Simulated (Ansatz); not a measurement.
**SiSO: complex band structure**

A new crystal, SiSO: structure, gap and complex bands. It is built by putting O for part of the S in the SiS2 structure of space group Ibam, with the volume rescaled by atomic radii. The parent structure comes from the Materials Project.

Main program and level: Ansatz 0.2.0; PBEsol DFT, plane waves, PAW files, in the first sound run; inputs show where later runs differ.

The structure was built from a prototype and need not be the compound's stable phase.

## 1. The structure

It takes space group Ima2 (No. 46, orthorhombic). The conventional cell has a = 5.169 Å, b = 5.356 Å, c = 9.148 Å, α = 90.00°, β = 90.00°, γ = 90.00°. Nearest to Si lie 2 S at 1.99 Å and 2 O at 1.99 Å. Nearest to O lie 2 Si at 1.99 Å. Nearest to S lie 2 Si at 1.99 Å. It derives from SiS2. O for part of the S in the SiS2 structure of space group Ibam. Farther neighbours and most contacts between anions are not listed.

## 2. Relaxing the new crystal

The substituted atoms don't fit the parent's cell, so cell and atoms relax together. A small smearing keeps the run stable in case the gap closes on the way.

The input, input.yaml:

```yaml
crystal:
  lattice:
    - [-2.6778309641, 4.5741836087, 2.5843645181]
    - [2.6778309641, -4.5741836087, 2.5843645181]
    - [2.6778309641, 4.5741836087, -2.5843645181]
  atoms:
    - { symbol: Si, position: [0.75, 0.75, 0.0] }
    - { symbol: Si, position: [0.25, 0.25, 0.0] }
    - { symbol: O, position: [0.88474514, 0.79856471, 0.68330985] }
    - { symbol: S, position: [0.11525486, 0.20143529, 0.31669015] }
    - { symbol: S, position: [0.61525486, 0.29856471, 0.91381957] }
    - { symbol: O, position: [0.38474514, 0.70143529, 0.08618043] }
kpoints:
  mp_grid: { grid: [6, 6, 6] }
scf:
  occupations: { method: gaussian, width: 0.03 }
hamiltonian:
  xc: pbesol
output:
  forces: true
  stress: true
relax:
  f_tol: 0.02
  max_steps: 60
  cell: {}
```

On the command line:

```bash
> ansatz run input.yaml --threads 2 --pin off --max-ram 4096MiB --backend cpu --events-out ev --progress --plain --runs-dir out
```

Numbers of over 12 decimals in the logs are rounded to 6 here.

Output:

```text
Engine: ansatz 0.2.0, aarch64-unknown-linux-gnu
Pseudopotentials: kind: paw
Pseudopotential: Si, paw, valence charge 4, recommended cutoff 420 eV (normal), Si.paw.azcp
Pseudopotential: O, paw, valence charge 6, recommended cutoff 420 eV (normal), O.paw.azcp
Pseudopotential: S, paw, valence charge 6, recommended cutoff 420 eV (normal), S.paw.azcp
Functional definition: PBEsol
  exchange = pbesol_x
  correlation = pbesol_c
Crystal: 6 atoms, lattice volume = 126.622 Å³
Basis set: ecut = 420 eV, 2447 PW (Γ), exchange–correlation on 80×80×80 points (8 copies of the dense FFT grid, shifted against one another)
Bands: 22, of which v1, the nominal top of the filled ones, is band 16 counted from 1 (15 counted from 0)
Symmetry: 4 space group operations
Space group: Ima2 (ITA 46), of the structure as read, at distance tolerance 5.0e-5 Å
k-points: 46 of 216 (time reversal used)
Non-local potential: Si, projectors of the file, l = 0: 2, l = 1: 2, l = 2: 2
Non-local potential: O, projectors of the file, l = 0: 2, l = 1: 2, l = 2: 1
Non-local potential: S, projectors of the file, l = 0: 2, l = 1: 2, l = 2: 2
PAW form: soft (Blöchl's): semilocal exchange-correlation on the pseudo side does not see the compensation charge
PAW frozen core: Si, regenerated for the run's functional, and the local potential with it (the file was generated under x = pbe(κ = 0.804, μ = 0.219515), c = pbe(β = 0.066725))
PAW frozen core: O, regenerated for the run's functional, and the local potential with it (the file was generated under x = pbe(κ = 0.804, μ = 0.219515), c = pbe(β = 0.066725))
PAW frozen core: S, regenerated for the run's functional, and the local potential with it (the file was generated under x = pbe(κ = 0.804, μ = 0.219515), c = pbe(β = 0.066725))
PAW one-centre angular grid: Si, 110 points (default); XC on 64 Gauss nodes
PAW one-centre angular grid: O, 110 points (default); XC on 64 Gauss nodes
PAW one-centre angular grid: S, 110 points (default); XC on 64 Gauss nodes
Initial density: superposition of atomic densities (neutral atoms: chi_scale 0, normalization atom), corrected by the library's trained network
Initial wavefunctions: pseudopotential atomic-orbital guess
Functional: x = pbesol(κ = 0.804, μ = 0.123457), c = pbesol(β = 0.046)
SCF iter   1: F=—  HF=-4134.719849 eV  |F-HF|=—  |Δ(HF+E_count)|=         —  Δρ=6.28e-3  dr2=4.42e-2  ethr=1.77e-3  ⟨swp⟩=8.0  Hψ=6660  notcnv=0  defer=1
preconditioner: auto → none  [insulator: Δε(μ)=3.327 eV  Ē_g=11.220 eV  σ=0.030 eV  W_gap=1.00  n_scr=14 (ndim 8)  ℏωp=18.7 eV  f_vac=0.089  D(μ)=0.00/eV (n_scr^D=0)  ε∞_Penn≈3.8]
SCF iter   2: F=—  HF=-4134.711955 eV  |F-HF|=—  |Δ(HF+E_count)|=   7.89e-3  Δρ=4.77e-3  dr2=3.03e-2  ethr=1.38e-4  ⟨swp⟩=2.7  Hψ=2372  notcnv=0  defer=79
SCF iter   3: F=—  HF=-4134.706947 eV  |F-HF|=—  |Δ(HF+E_count)|=   5.01e-3  Δρ=1.78e-3  dr2=3.29e-3  ethr=9.47e-5  ⟨swp⟩=2.9  Hψ=1609  notcnv=0  defer=79
SCF iter   4: F=—  HF=-4134.707168 eV  |F-HF|=—  |Δ(HF+E_count)|=   2.21e-4  Δρ=5.34e-4  dr2=2.19e-4  ethr=1.03e-5  ⟨swp⟩=2.1  Hψ=1313  notcnv=0  defer=79
SCF iter   5: F=—  HF=-4134.707461 eV  |F-HF|=—  |Δ(HF+E_count)|=   2.93e-4  Δρ=9.67e-5  dr2=1.12e-5  ethr=6.84e-7  ⟨swp⟩=2.2  Hψ=1474  notcnv=0  defer=79
SCF iter   6: F=—  HF=-4134.707479 eV  |F-HF|=—  |Δ(HF+E_count)|=   1.83e-5  Δρ=2.24e-5  dr2=7.31e-7  ethr=3.51e-8  ⟨swp⟩=2.0  Hψ=1483  notcnv=0  defer=79
SCF iter   7: F=-4134.707480 eV  HF=-4134.707480 eV  |F-HF|=8.46e-8  |Δ(HF+E_count)|=   7.19e-7  Δρ=8.47e-6  dr2=4.74e-8  ethr=3.13e-10  ⟨swp⟩=5.0  Hψ=3886  notcnv=0
SCF 1 converged in 7 iterations: F = -4134.707480 eV  dr2 = 4.74e-8
  greatest PAW one-centre occupation: 0.872 electrons in one spin orbital (limit 2), on the S atom at site 4 (counted from 0), in its partial waves of l = 0
relax step   1: F+E_penalty+E_count = -4134.70748028 eV  Δ(F+E_penalty+E_count) = +0.000e0 eV  max|allowed force component| = 6.458e0 eV/Å  Δτ_max = 0.0000 Å  P = -3.315 GPa  Ω = 126.622 Å³  (7 SCF iters, dr2 threshold 1.00e-7 eV, accepted)
Crystal: 6 atoms, lattice volume = 126.104 Å³
Basis set: ecut = 420 eV, 2467 PW (Γ), exchange–correlation on 80×80×80 points (8 copies of the dense FFT grid, shifted against one another)
Initial density: handed on by an earlier stage of this run
Initial wavefunctions: those handed on with the density
iter 1 solved again at ethr=1.61e-3 eV; its pass at ethr=3.10e-3 eV (dr2=5.14e-1 eV) is discarded
SCF iter   1: F=—  HF=-4137.569107 eV  |F-HF|=—  |Δ(HF+E_count)|=         —  Δρ=2.59e-2  dr2=5.12e-1  ethr=1.61e-3  ⟨swp⟩=1.0  Hψ=7423  notcnv=0
preconditioner: auto → none  [insulator: Δε(μ)=3.653 eV  Ē_g=11.714 eV  σ=0.030 eV  W_gap=1.00  n_scr=14 (ndim 8)  ℏωp=18.7 eV  f_vac=0.076  D(μ)=0.00/eV (n_scr^D=0)  ε∞_Penn≈3.5]
SCF iter   2: F=—  HF=-4137.480798 eV  |F-HF|=—  |Δ(HF+E_count)|=   8.83e-2  Δρ=1.29e-2  dr2=1.76e-1  ethr=1.60e-3  ⟨swp⟩=3.1  Hψ=2146  notcnv=0  defer=1
SCF iter   3: F=—  HF=-4137.448717 eV  |F-HF|=—  |Δ(HF+E_count)|=   3.21e-2  Δρ=7.50e-3  dr2=3.29e-2  ethr=5.50e-4  ⟨swp⟩=2.8  Hψ=2070  notcnv=0  defer=84
SCF iter   4: F=—  HF=-4137.445907 eV  |F-HF|=—  |Δ(HF+E_count)|=   2.81e-3  Δρ=2.82e-3  dr2=7.81e-3  ethr=1.03e-4  ⟨swp⟩=3.0  Hψ=1813  notcnv=0  defer=84
SCF iter   5: F=—  HF=-4137.444708 eV  |F-HF|=—  |Δ(HF+E_count)|=   1.20e-3  Δρ=7.00e-4  dr2=2.42e-4  ethr=2.44e-5  ⟨swp⟩=2.5  Hψ=1385  notcnv=0  defer=84
SCF iter   6: F=—  HF=-4137.444792 eV  |F-HF|=—  |Δ(HF+E_count)|=   8.39e-5  Δρ=1.02e-4  dr2=4.42e-6  ethr=7.56e-7  ⟨swp⟩=2.8  Hψ=1771  notcnv=0  defer=84
SCF iter   7: F=-4137.444794 eV  HF=-4137.444794 eV  |F-HF|=6.73e-9  |Δ(HF+E_count)|=   2.68e-6  Δρ=1.52e-5  dr2=1.59e-7  ethr=1.87e-9  ⟨swp⟩=5.0  Hψ=3842  notcnv=0
SCF 2 converged in 7 iterations: F = -4137.444794 eV  dr2 = 1.59e-7
  greatest PAW one-centre occupation: 0.868 electrons in one spin orbital (limit 2), on the O atom at site 5 (counted from 0), in its partial waves of l = 0
relax step   2: F+E_penalty+E_count = -4137.44479432 eV  Δ(F+E_penalty+E_count) = -2.737e0 eV  max|allowed force component| = 2.972e0 eV/Å  Δτ_max = 0.1970 Å  P = -7.592 GPa  Ω = 126.104 Å³  energy of the carried Pulay correction = +7.113e-4 eV  (7 SCF iters, dr2 threshold 6.00e-7 eV, accepted)
Crystal: 6 atoms, lattice volume = 122.313 Å³
Basis set: ecut = 420 eV, 2383 PW (Γ), exchange–correlation on 80×80×80 points (8 copies of the dense FFT grid, shifted against one another)
iter 1 solved again at ethr=1.81e-3 eV; its pass at ethr=3.10e-3 eV (dr2=5.80e-1 eV) is discarded
[...]
relax step   5: F+E_penalty+E_count = -4138.62273936 eV  Δ(F+E_penalty+E_count) = -2.029e-2 eV  max|allowed force component| = 1.282e-1 eV/Å  Δτ_max = 0.0313 Å  P = -0.412 GPa  Ω = 126.449 Å³  energy of the carried Pulay correction = +2.368e-4 eV  (6 SCF iters, dr2 threshold 6.00e-7 eV, accepted)
relax step   6: F+E_penalty+E_count = -4138.62783571 eV  Δ(F+E_penalty+E_count) = -5.096e-3 eV  max|allowed force component| = 7.234e-2 eV/Å  Δτ_max = 0.0161 Å  P = -0.022 GPa  Ω = 128.137 Å³  energy of the carried Pulay correction = -2.060e-3 eV  (6 SCF iters, dr2 threshold 6.00e-7 eV, accepted)
relax step   7: F+E_penalty+E_count = -4138.62766355 eV  Δ(F+E_penalty+E_count) = +1.722e-4 eV  max|allowed force component| = 1.492e-2 eV/Å  Δτ_max = 0.0187 Å  P = +0.060 GPa  Ω = 129.697 Å³  energy of the carried Pulay correction = -4.157e-3 eV  (6 SCF iters, dr2 threshold 3.27e-7 eV, accepted)
relax step   8: F+E_penalty+E_count = -4138.62737157 eV  Δ(F+E_penalty+E_count) = +2.920e-4 eV  max|allowed force component| = 1.224e-2 eV/Å  Δτ_max = 0.0026 Å  P = -0.038 GPa  Ω = 129.966 Å³  energy of the carried Pulay correction = -4.516e-3 eV  (6 SCF iters, dr2 threshold 2.71e-8 eV, accepted)
relax step   9: F+E_penalty+E_count = -4138.62750140 eV  Δ(F+E_penalty+E_count) = -1.298e-4 eV  max|allowed force component| = 1.068e-3 eV/Å  Δτ_max = 0.0010 Å  P = -0.010 GPa  Ω = 129.886 Å³  energy of the carried Pulay correction = -4.409e-3 eV  (5 SCF iters, dr2 threshold 1.07e-8 eV, accepted)
relax step  10: F+E_penalty+E_count = -4138.63597784 eV  Δ(F+E_penalty+E_count) = -8.476e-3 eV  max|allowed force component| = 1.145e-3 eV/Å  Δτ_max = 0.0000 Å  P = +0.073 GPa  Ω = 129.886 Å³  stress off target by 1.49e-1 GPa  SCF on the basis re-selected at this cell (its energy is not comparable with the rows above)  (6 SCF iters)
relax step  11: F+E_penalty+E_count = -4138.63459898 eV  Δ(F+E_penalty+E_count) = +1.379e-3 eV  max|allowed force component| = 6.527e-3 eV/Å  Δτ_max = 0.0121 Å  P = +0.058 GPa  Ω = 131.874 Å³  energy of the carried Pulay correction = -2.721e-3 eV  (6 SCF iters, dr2 threshold 5.55e-8 eV, accepted)
relax step  12: F+E_penalty+E_count = -4138.63269148 eV  Δ(F+E_penalty+E_count) = +1.907e-3 eV  max|allowed force component| = 3.830e-3 eV/Å  Δτ_max = 0.0093 Å  P = +0.020 GPa  Ω = 133.384 Å³  energy of the carried Pulay correction = -4.951e-3 eV  (6 SCF iters, dr2 threshold 1.69e-8 eV, accepted)
relax step  13: F+E_penalty+E_count = -4138.63811975 eV  Δ(F+E_penalty+E_count) = -5.428e-3 eV  max|allowed force component| = 4.124e-3 eV/Å  Δτ_max = 0.0000 Å  P = +0.049 GPa  Ω = 133.384 Å³  stress off target by 6.91e-2 GPa  SCF on the basis re-selected at this cell (its energy is not comparable with the rows above)  (6 SCF iters)
relax step  14: F+E_penalty+E_count = -4138.63665583 eV  Δ(F+E_penalty+E_count) = +1.464e-3 eV  max|allowed force component| = 2.356e-3 eV/Å  Δτ_max = 0.0081 Å  P = +0.019 GPa  Ω = 134.684 Å³  energy of the carried Pulay correction = -1.718e-3 eV  (7 SCF iters, dr2 threshold 1.19e-8 eV, accepted)
relax step  15: F+E_penalty+E_count = -4138.63612466 eV  Δ(F+E_penalty+E_count) = +5.312e-4 eV  max|allowed force component| = 1.027e-3 eV/Å  Δτ_max = 0.0026 Å  P = +0.006 GPa  Ω = 135.079 Å³  energy of the carried Pulay correction = -2.266e-3 eV  (8 SCF iters, accepted)
iter 1 solved again at ethr=1.30e-6 eV; its pass at ethr=3.10e-3 eV (dr2=4.15e-4 eV) is discarded
SCF iter   1: F=—  HF=-4138.638086 eV  |F-HF|=—  |Δ(HF+E_count)|=         —  Δρ=9.47e-5  dr2=1.10e-6  ethr=1.30e-6  ⟨swp⟩=3.1  Hψ=9026  notcnv=0
eigensolver tolerance schedule: the retry pair's looser diagonalisation over-reported the residual by 376.90 of it (diagonalisation noise at 0.19 of the residual, at the tolerance the schedule requests for it); recorded, not acted on — ethr = c·dr2/N_el stays at c = 1.0e-1
preconditioner: auto → Resta (q_TF=auto, 2.146 Å⁻¹)  ε∞=3.5  [insulator: Δε(μ)=3.871 eV  Ē_g=10.672 eV  σ=0.030 eV  W_gap=1.00  n_scr=22 (ndim 8)  ℏωp=16.9 eV  f_vac=0.158  D(μ)=0.00/eV (n_scr^D=0)  ε∞_Penn≈3.5]
SCF iter   2: F=—  HF=-4138.638362 eV  |F-HF|=—  |Δ(HF+E_count)|=   2.76e-4  Δρ=4.63e-5  dr2=3.33e-7  ethr=3.43e-9  ⟨swp⟩=2.5  Hψ=1853  notcnv=0
SCF iter   3: F=—  HF=-4138.638432 eV  |F-HF|=—  |Δ(HF+E_count)|=   7.05e-5  Δρ=1.98e-5  dr2=4.03e-8  ethr=1.04e-9  ⟨swp⟩=2.0  Hψ=1546  notcnv=0
SCF iter   4: F=—  HF=-4138.638447 eV  |F-HF|=—  |Δ(HF+E_count)|=   1.47e-5  Δρ=6.64e-7  dr2=5.48e-10  ethr=1.26e-10  ⟨swp⟩=2.0  Hψ=1748  notcnv=0
SCF iter   5: F=-4138.638447 eV  HF=-4138.638447 eV  |F-HF|=1.39e-10  |Δ(HF+E_count)|=  5.68e-10  Δρ=2.18e-7  dr2=5.44e-11  ethr=1.00e-12  ⟨swp⟩=5.2  Hψ=3963  notcnv=0
SCF 16 converged in 5 iterations: F = -4138.638447 eV  dr2 = 5.44e-11
relax step  16: F+E_penalty+E_count = -4138.63844713 eV  Δ(F+E_penalty+E_count) = -2.322e-3 eV  max|allowed force component| = 1.163e-3 eV/Å  Δτ_max = 0.0000 Å  P = +0.013 GPa  Ω = 135.079 Å³  stress off target by 2.46e-2 GPa  SCF on the basis re-selected at this cell (its energy is not comparable with the rows above)  (5 SCF iters)
basis re-selected at this cell: Δ(F+E_penalty+E_count) = -2.322e-3 eV, ΔP = +0.008 GPa vs the last step (what re-selecting the basis moved, of the pressure what is left beyond the Pulay correction that the steps carried, after the strain that the cell walked since its last selection, with what the two solves' SCF thresholds leave and, on support functions, any second-order correction that the steps lacked; it is no m [...]
SCF converged after 5 iterations
Free energy (F): -4138.638447 eV
Harris-Foulkes:  -4138.638447 eV  (|F-HF|=1.39e-10)
Internal energy: -4138.638447 eV  (E = F + TS)
E sigma→0 (E₀):  -4138.638447 eV
Fermi energy:    3.245224 eV
--- Per-component energies (eV) ---
  E_band       = -171.036893
  E_kinetic    = 654.973564
  E_local      = -1828.976423  (includes V_loc(G=0)·N_el)
  E_nonlocal   = 202.970502
  E_hartree    = 672.253791
  E_xc         = -448.781528
  E_vxc        = -457.086595  (∫ρ·V_xc dr)
  E_paw        = -2471.797170  (= ΣΔE_a)
  E_vpaw       = -87.430502  (= ΣTr[D̂ρ^β])
  E_aug_tail   = 0.004933  (compensation charges beyond the density's cutoff)
  E_ewald      = -919.543710
  E_core_change = 0.257596  (= ΣΔE_core)
  E_smearing   = -0.000000  (= −TS)
  E_closure    = 0.000000  (closes the sum)
  Σ components = -4138.638447   (vs F -4138.638447, Δ=0.00e0)
--- Forces (eV/Å), atoms counted from 1 ---
  atom   1  Si    -0.00000000     0.00064721     0.00000000
  atom   2  Si     0.00000000     0.00064721     0.00000000
  atom   3  O     -0.00114546    -0.00116294     0.00000000
  atom   4  S      0.00024499     0.00051627     0.00000000
  atom   5  S     -0.00024499     0.00051627     0.00000000
  atom   6  O      0.00114546    -0.00116294     0.00000000
  max |Σ_I F_I| component: 1.08e-6 eV/Å
--- Stress (GPa, compression-positive) ---
        0.024566       0.000000       0.000000
        0.000000       0.010348       0.000000
        0.000000       0.000000       0.004605
  P = ⅓ Tr σ = 0.0132 GPa (0.132 kbar)
--- Relaxed structure (13 steps of the walk, 13 accepted, 3 SCFs on fresh bases) ---
  F+E_penalty+E_count = -4138.63844713 eV   max|allowed force component| = 1.163e-3 eV/Å   (the final SCF, on the basis selected at the relaxed cell)
  cell:  # Å, volume = 135.0790 Å³
    - [-2.807847, 4.786573, 2.512637]
    - [2.807847, -4.786573, 2.512637]
    - [2.807847, 4.786573, -2.512637]
  atoms:
    - { symbol: Si, position: [0.741347, 0.750000, -0.00865281] }
    - { symbol: Si, position: [0.241347, 0.25, -0.00865281] }
    - { symbol: O, position: [0.902314, 0.878212, 0.780527] }
    - { symbol: S, position: [0.106338, 0.235551, 0.341890] }
    - { symbol: S, position: [0.606338, 0.264449, 0.870787] }
    - { symbol: O, position: [0.402314, 0.621788, 0.024102] }
```

It took 83 s on 2 threads of Arm Neoverse V1, shared host; peak memory 0.45 GiB.

Relaxation path:

```csv
step,energy less that of the first step (eV),largest force component (eV/Å),pressure (GPa),volume (Å³)
1,0.0000,6.4584,-3.31,126.62
2,-2.7373,2.9722,-7.59,126.10
3,-3.8055,1.2230,1.66,122.31
4,-3.8950,0.2728,-0.84,124.17
5,-3.9153,0.1282,-0.41,126.45
6,-3.9204,0.0723,-0.02,128.14
7,-3.9202,0.0149,0.06,129.70
8,-3.9199,0.0122,-0.04,129.97
9,-3.9200,0.0011,-0.01,129.89
10*,-3.9285,0.0011,0.07,129.89
11,-3.9271,0.0065,0.06,131.87
12,-3.9252,0.0038,0.02,133.38
13*,-3.9306,0.0041,0.05,133.38
14,-3.9292,0.0024,0.02,134.68
15,-3.9286,0.0010,0.01,135.08
16*,-3.9310,0.0012,0.01,135.08
```

Relaxation steps marked * repeat the geometry before them on a plane-wave basis chosen anew for their cell, so energy and pressure can jump there.

Forces are held to the 4 operations that the run works with; a distortion that breaks them can't arise in this run.

| conventional cell, symmetrised | before | after | change |
| --- | --- | --- | --- |
| a (Å) | 5.169 | 5.025 | -2.8 % |
| b (Å) | 5.356 | 5.616 | +4.9 % |
| c (Å) | 9.148 | 9.573 | +4.6 % |
| volume (Å³/atom) | 21.10 | 22.51 | +6.7 % |

The atoms that moved most (Å, as changes of fractional coordinates times the final cell):

```
atom      dx      dy     dz  length
  O6  -0.447   0.168  0.000   0.478
  O3   0.447   0.168  0.000   0.478
  S5  -0.192  -0.085  0.000   0.210
  S4   0.192  -0.085  0.000   0.210
 Si2   0.000  -0.083  0.000   0.083
 Si1   0.000  -0.083  0.000   0.083
```

Final coordinates:

```xyz
6
Lattice="-2.8078 4.7866 2.5126 2.8078 -4.7866 2.5126 2.8078 4.7866 -2.5126" Properties=species:S:1:pos:R:3 pbc="T T T"
Si    0.0000   -0.0828    3.7690
Si    0.0000   -0.0828    1.2563
O     2.1239    3.8514    2.5126
S     1.3228    1.0180    0.0000
S     1.4851    5.8046    0.0000
O     0.6839   -0.9352    2.5126
```

This step gave:

- free energy: -4138.6384 eV
- Fermi energy: 3.245 eV
- pressure: 0.01317 GPa

The largest force component on a free atom ends at 0.0012 eV/Å.

## 3. Band edges

The energy window and the wavevectors of the next steps follow from the band edges, so these are searched first, off the mesh as well.

The input, input.yaml:

```yaml
crystal:
  lattice:
    - [-2.8078467716, 4.786572671, 2.5126366482]
    - [2.8078467716, -4.786572671, 2.5126366482]
    - [2.8078467716, 4.786572671, -2.5126366482]
  atoms:
    - { symbol: Si, position: [0.741347188, 0.75, -0.008652812] }
    - { symbol: Si, position: [0.241347188, 0.25, -0.008652812] }
    - { symbol: O, position: [0.9023144754, 0.8782120312, 0.7805265065] }
    - { symbol: S, position: [0.1063383366, 0.2355513119, 0.3418896485] }
    - { symbol: S, position: [0.6063383366, 0.2644486881, 0.8707870246] }
    - { symbol: O, position: [0.4023144754, 0.6217879688, 0.0241024442] }
kpoints:
  mp_grid: { grid: [6, 6, 6] }
  band_path: { path: [VBM, CBM], npoints: 30 }
scf:
  occupations: { method: fixed }
hamiltonian:
  xc: pbesol
output:
  eigenvalues: true
  write_potential: true
  write_density: true
  volumetric_format: npy
```

Output:

```text
[...]
Crystal: 6 atoms, lattice volume = 135.079 Å³
Basis set: ecut = 420 eV, 2647 PW (Γ)
Bands: 22, of which v1, the nominal top of the filled ones, is band 16 counted from 1 (15 counted from 0)
Symmetry: 4 space group operations
[...]
k-points: 46 of 216 (time reversal used)
[...]
SCF iter   1: F=—  HF=-4138.653200 eV  |F-HF|=—  |Δ(HF+E_count)|=         —  Δρ=6.95e-3  dr2=5.86e-2  ethr=1.77e-3  ⟨swp⟩=5.0  Hψ=5109  notcnv=0  defer=168
[...]
SCF iter   7: F=-4138.638674 eV  HF=-4138.638674 eV  |F-HF|=8.79e-8  |Δ(HF+E_count)|=   1.23e-6  Δρ=4.85e-6  dr2=6.28e-8  ethr=3.13e-10  ⟨swp⟩=11.5  Hψ=5064  notcnv=0
SCF 1 converged in 7 iterations: F = -4138.638674 eV  dr2 = 6.28e-8
[...]
NSCF: frozen V_eff on 46 k-points
[...]
SCF converged after 7 iterations
Free energy (F): -4138.638674 eV
[...]
Internal energy: -4138.638674 eV  (E = F + TS)
E sigma→0 (E₀):  -4138.638674 eV
Fermi energy:    1.309920 eV
[...]
--- Band table (eV; the first three rows and the last of 46) ---
  k-point 0: bands = [... 12 lower, -0.6159, -0.0459, 0.0518, 1.1673, 5.1807, 6.1695, 6.2256, 6.2653, ... 2 higher]
  k-point 1: bands = [... 12 lower, -0.6757, -0.1953, 0.0453, 1.1201, 5.4762, 6.2368, 6.3886, 6.4554, ... 2 higher]
  k-point 2: bands = [... 12 lower, -0.7993, -0.4443, 0.0482, 1.0333, 6.0474, 6.4060, 6.7609, 6.9504, ... 2 higher]
  k-point 45: bands = [... 12 lower, -0.6340, -0.4745, -0.2752, 1.3099, 5.6359, 5.9082, 6.0662, 7.4770, ... 2 higher]
```

It took 16 s on 2 threads; peak memory 0.41 GiB.

Reading the cycles: dr2 is the Hartree energy of the density residual (eV), the measure of convergence; HF is the Harris–Foulkes estimate of the energy, which meets the free energy F at convergence.

Numbers from this step:

| Item | Value |
| --- | --- |
| free energy | -4138.6387 eV |
| Fermi energy | 1.310 eV |
| gap on the k-mesh | 3.871 eV |
| gap on path | 3.871 eV, by band count; negative where bands overlap |
| direct gap on path | 4.013 eV |
| edge places on path | 0, 1.802 1/A along the path |

Electronic bands along the path, in eV, zero at the Fermi level (highest filled level under fixed occupations); v1 is the highest filled band, c1 the lowest empty one:

```
  point     v4     v3     v2     v1    c1    c2    c3    c4
    VBM  -1.94  -1.78  -1.59   0.00  4.33  4.60  4.76  6.17
halfway  -1.56  -1.56  -0.53  -0.53  4.81  4.81  5.96  5.96
    CBM  -1.93  -1.36  -1.26  -0.14  3.87  4.86  4.92  4.96
```

The searched edges give 3.87 eV, as on the mesh.

(Continued in part 2 of 2.)

[Logs are printed without paths, hosts, clocks, repeated set-up lines and the standing remarks that a program may print on its own settings, such as how far it seeks lower states.]

[Hosts, paths, dates, database ids (printed as entryN), source tags and the programs' standing remarks are cut or masked in the printed files.]
